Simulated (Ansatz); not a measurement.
# CdAu (Pm-3m): Grüneisen parameters, part 2 of 2

Wanted: mode Grüneisen parameters of CdAu (Pm-3m).

Ansatz 0.2.0; DFT PBEsol, scalar-relativistic, plane waves, PAW; PAW set soft_1.

So far, highest frequency on the path or at a solved wavevector (cm⁻¹): step 2 (the dispersion) 151; step 4 (phonons at the other volume, volume ratio 0.97) 163.

### Step 5. Relaxing at another volume, volume ratio 1.03

The volume is scaled by 1.03 and held; symmetry leaves nothing to relax, so this is a single point. The modes can then be followed against volume.

input.yaml

```yaml
crystal:
  lattice:
    - [3.3503389785, 0.0, 0.0]
    - [0.0, 3.3503389785, 0.0]
    - [0.0, 0.0, 3.3503389785]
  atoms:
    - { symbol: Cd, position: [0.5, 0.5, 0.5] }
    - { symbol: Au, position: [0.0, 0.0, 0.0] }
kpoints:
  mp_grid: { grid: [12, 12, 12] }
hamiltonian:
  xc: pbesol
  pseudopotentials: { kind: paw, azcp: { folder: soft_1 }, xc_functional: pbe }
scf:
  occupations: { method: methfessel_paxton, width: 0.2 }
output:
  forces: true
  stress: true
  eigenvalues: true
```

Started as:

```sh
$ ansatz run input.yaml --threads 4 --pin off --max-ram 10240MiB --backend cpu --events-out ev --progress --plain --runs-dir out
```

Numbers of over 12 decimals in the logs are rounded to 6 here.

The log of the run:

```text
[...]
Crystal: 2 atoms, lattice volume = 37.607 Å³
Basis set: ecut = 420 eV, 739 PW (Γ), exchange–correlation on 48×48×48 points (8 copies of the dense FFT grid, shifted against one another)
Bands: 24, of which v1, the nominal top of the filled ones, is band 20 counted from 1 (19 counted from 0)
Symmetry: 48 space group operations
[...]
k-points: 84 of 1728
[...]
--- Band table (eV; the first three rows and the last of 84) ---
  k-point 0: bands = [... 16 lower, 14.0454, 14.0454, 14.0454, 22.3579, 22.3579, 22.3579, 25.5595, 29.3190]
  k-point 1: bands = [... 16 lower, 13.9705, 13.9705, 14.0313, 21.4349, 22.5757, 22.5757, 26.1665, 29.2770]
  k-point 2: bands = [... 16 lower, 13.7770, 13.7770, 13.9924, 19.7621, 23.1964, 23.1964, 26.8157, 29.1573]
  k-point 83: bands = [... 16 lower, 14.4756, 14.4756, 19.4477, 19.7692, 21.5172, 21.5172, 21.5172, 22.8813]
[key lines of the parts left out:]
SCF converged after 9 iterations
Free energy (F): -21193.329691 eV
Fermi energy:    17.681233 eV
P = ⅓ Tr σ = -3.1709 GPa (-31.709 kbar)
```

It took 1 s on 4 threads of Arm Neoverse V2, shared host; peak memory 0.36 GiB; 3.3 s of CPU time.

Numbers from this step:

```
pressure        : -3.171 GPa
volume per atom : 18.80 Å³
```

The run ends at a pressure of -3.17 GPa.

### Step 6. Phonons at the other volume, volume ratio 1.03

The phonons are repeated at this volume on the same k and q meshes.

Edit input.yaml of step 5 so:

```diff
@@ -16,4 +16,11 @@
 output:
-  forces: true
-  stress: true
   eigenvalues: true
+phonons:
+  method: dfpt
+  qmesh: [4, 4, 4]
+  temperatures: { t_max: 1000, t_step: 50 }
+  qpath:
+    path:
+      - [[0.0, 0.0, 0.0], [0.0, 0.5, 0.0], [0.5, 0.5, 0.0], [0.0, 0.0, 0.0], [0.5, 0.5, 0.5], [0.0, 0.5, 0.0]]
+      - [[0.5, 0.5, 0.5], [0.5, 0.5, 0.0]]
+    npoints: 10
```

The log of the run:

```text
[...]
Crystal: 2 atoms, lattice volume = 37.607 Å³
Basis set: ecut = 420 eV, 739 PW (Γ), exchange–correlation on 48×48×48 points (8 copies of the dense FFT grid, shifted against one another)
Bands: 24, of which v1, the nominal top of the filled ones, is band 20 counted from 1 (19 counted from 0)
Symmetry: 48 space group operations
k-points: 84 of 1728
[...]
k-point 83: bands = [... 16 lower, 14.4756, 14.4756, 19.4477, 19.7692, 21.5172, 21.5172, 21.5172, 22.8813]
[...]
ASR residual: 1.492e-4 → 0.000e0 eV/Å²; symmetrization residual: 1.456e-5 eV/Å²
  ASR residual per site (eV/Å²): 4.88e-6 1.49e-4
  Γ frequencies (cm⁻¹): 0.00 0.00 0.00 111.77 111.77 111.77
--- Phonons (arbitrary-q DFPT): 10 irreducible q on the 4×4×4 mesh ---
[...]
interpolated dispersion: 62 rows × 6 modes
[...]
[key lines of the parts left out:]
SCF converged after 11 iterations
Free energy (F): -21193.329691 eV
Fermi energy:    17.681249 eV
```

Run time: 4.6 min. Hardware: 4 threads; peak memory 2.1 GiB; 18 min of CPU time.

Numbers from this step:

| Quantity | Value |
| --- | --- |
| sum-rule residual before enforcement | 1.49e-4 eV/Å² |
| lowest frequency on the path | -25.20 cm⁻¹ |
| highest frequency on the path or at a solved wavevector | 139.1 cm⁻¹ |
| highest optical mode at the zone centre (no LO-TO term) | 111.8 cm⁻¹ |
| lowest optical zone-centre mode | 111.8 cm⁻¹ |
| lowest mode on the q mesh (acoustic modes at Γ apart) | -25.2 cm⁻¹ |

Frequencies (cm⁻¹) solved at each irreducible wavevector; negative means imaginary. Frequencies by wavevector, by row:

| q in reciprocal lattice units | star | mode 1 | mode 2 | mode 3 | mode 4 | mode 5 | mode 6 |
| --- | --- | --- | --- | --- | --- | --- | --- |
| 0 0 0 | 1 | 0 | 0 | 0 | 111.8 | 111.8 | 111.8 |
| 0 0 0.25 | 6 | 37.9 | 37.9 | 58.3 | 103.2 | 103.2 | 120.4 |
| 0 0 -0.5 | 3 | 57.9 | 57.9 | 76.9 | 88.7 | 88.7 | 124 |
| 0 0.25 0.25 | 12 | -16 | 51.1 | 67.1 | 97.3 | 111 | 127.2 |
| 0 0.25 -0.5 | 12 | 34.1 | 35.4 | 60.1 | 89.2 | 123.1 | 134.9 |
| 0 -0.5 -0.5 | 3 | -25.2 | -25.2 | 63.2 | 90.7 | 139.1 | 139.1 |
| 0.25 0.25 0.25 | 8 | 31.3 | 31.3 | 54.7 | 116.8 | 116.8 | 117.5 |
| 0.25 0.25 -0.5 | 12 | 29.3 | 35.3 | 59.8 | 100.2 | 122.8 | 131.7 |
| 0.25 -0.5 -0.5 | 6 | 27.9 | 27.9 | 60.2 | 99.3 | 128.3 | 128.3 |
| -0.5 -0.5 -0.5 | 1 | 65.9 | 65.9 | 65.9 | 113.1 | 113.1 | 113.1 |

The highest optical mode at the zone centre (no LO-TO term) is 111.8 cm⁻¹, -10.9 cm⁻¹ against the base run.

### Step 7. Grüneisen parameters

The Grüneisen parameter of a mode is minus the logarithmic change of its frequency with volume, −d ln ω / d ln V; weighted by heat capacity it gives the expansion.

This step gave:

| Quantity | Value |
| --- | --- |
| bulk modulus | 117.6 GPa |

Phonon branches along the path, in cm⁻¹:

| point | branch 1 | branch 2 | branch 3 | branch 4 | branch 5 | branch 6 |
| --- | --- | --- | --- | --- | --- | --- |
| Γ | 0 | 0 | 0 | 123 | 123 | 123 |
| halfway | 42 | 42 | 64 | 113 | 113 | 130 |
| X | 65 | 65 | 85 | 97 | 97 | 133 |
| halfway | 38 | 40 | 67 | 98 | 134 | 146 |
| M | -25 | -25 | 70 | 99 | 151 | 151 |
| halfway | -16 | 56 | 74 | 107 | 120 | 138 |
| Γ | 0 | 0 | 0 | 123 | 123 | 123 |
| halfway | 36 | 36 | 60 | 127 | 127 | 127 |
| R | 74 | 74 | 74 | 122 | 122 | 122 |
| halfway | 34 | 39 | 67 | 109 | 134 | 142 |
| X | 65 | 65 | 85 | 97 | 97 | 133 |
| jump to R | 74 | 74 | 74 | 122 | 122 | 122 |
| halfway | 34 | 34 | 67 | 108 | 139 | 139 |
| M | -25 | -25 | 70 | 99 | 151 | 151 |

The same for volume x 0.97:

| point | branch 1 | branch 2 | branch 3 | branch 4 | branch 5 | branch 6 |
| --- | --- | --- | --- | --- | --- | --- |
| Γ | 0 | 0 | 0 | 134 | 134 | 134 |
| X | 72 | 72 | 93 | 106 | 106 | 143 |
| M | -26 | -26 | 77 | 108 | 163 | 163 |
| Γ | 0 | 0 | 0 | 134 | 134 | 134 |
| R | 83 | 83 | 83 | 132 | 132 | 132 |
| X | 72 | 72 | 93 | 106 | 106 | 143 |
| R | 83 | 83 | 83 | 132 | 132 | 132 |
| M | -26 | -26 | 77 | 108 | 163 | 163 |

The same for volume x 1.03:

| point | branch 1 | branch 2 | branch 3 | branch 4 | branch 5 | branch 6 |
| --- | --- | --- | --- | --- | --- | --- |
| Γ | 0 | 0 | 0 | 112 | 112 | 112 |
| X | 58 | 58 | 77 | 89 | 89 | 124 |
| M | -25 | -25 | 63 | 91 | 139 | 139 |
| Γ | 0 | 0 | 0 | 112 | 112 | 112 |
| R | 66 | 66 | 66 | 113 | 113 | 113 |
| X | 58 | 58 | 77 | 89 | 89 | 124 |
| R | 66 | 66 | 66 | 113 | 113 | 113 |
| M | -25 | -25 | 63 | 91 | 139 | 139 |

The first set of phonon branches as a text plot (rows in cm⁻¹):

```
    159 |
    151 |           ******                                     **
    144 |          ***   ****                       ***       *
    136 |    ******       *  **          ****     ***  ***  **
    128 | ***      *       **  **   ******** *  ***  **    *
    120 |***      *          * *****   *    ******        *
    112 |   **                *     ***           ***  *   **
    104 |     *  *         ***                       ** *    **
     96 |      ************                            ***     **
     89 |       *                                        *
     81 |     ** *
     73 |    *        ***    **      ***     ******     * **   **
     65 |   *  *******   ****  *            **     *******  ***
     57 |     *   *          *      *   *        *     *   *
     49 |    *     *      *   * *        ****     *   *     *
     41 |  **                  *         ***       ***
     33 |                          *   **          **        *
     26 | **        *    *      **   **
     18 |**          *              *
     10 |*           *         *** *
      2 |                         *
     -6 |                     *
    -14 |             * *    *                                *
    -22 |              ******                                  **
         Γ      X      M          Γ            R        X|R     M
```

### Step 8. What came out

```
bulk modulus : 118 GPa
```

**Reading.** No expansion is given, because modes are imaginary at one volume or more. The highest optical mode at Γ goes from 134 to 112 cm⁻¹ as the cell grows, a Grüneisen parameter of 3.02. Branches are matched by rank, so values near crossings are rough. With no gap, or one that is small against the smearing, the frequencies hang on the k mesh and the smearing, most of all near Kohn anomalies. The phonon runs are without spin polarisation, although the cell has an odd electron count. Spin-orbit coupling is left out, which can matter for the heavy elements here. The PAW files were made for PBE and serve the other functionals too. A phonon run warned that its eigensolver left some bands unconverged in a pass.

[Logs are printed without paths, hosts, clocks, repeated set-up lines and the standing remarks that a program may print on its own settings, such as how far it seeks lower states.]

[Hosts, paths, dates, database ids (printed as entryN), source tags and the programs' standing remarks are cut or masked in the printed files.]
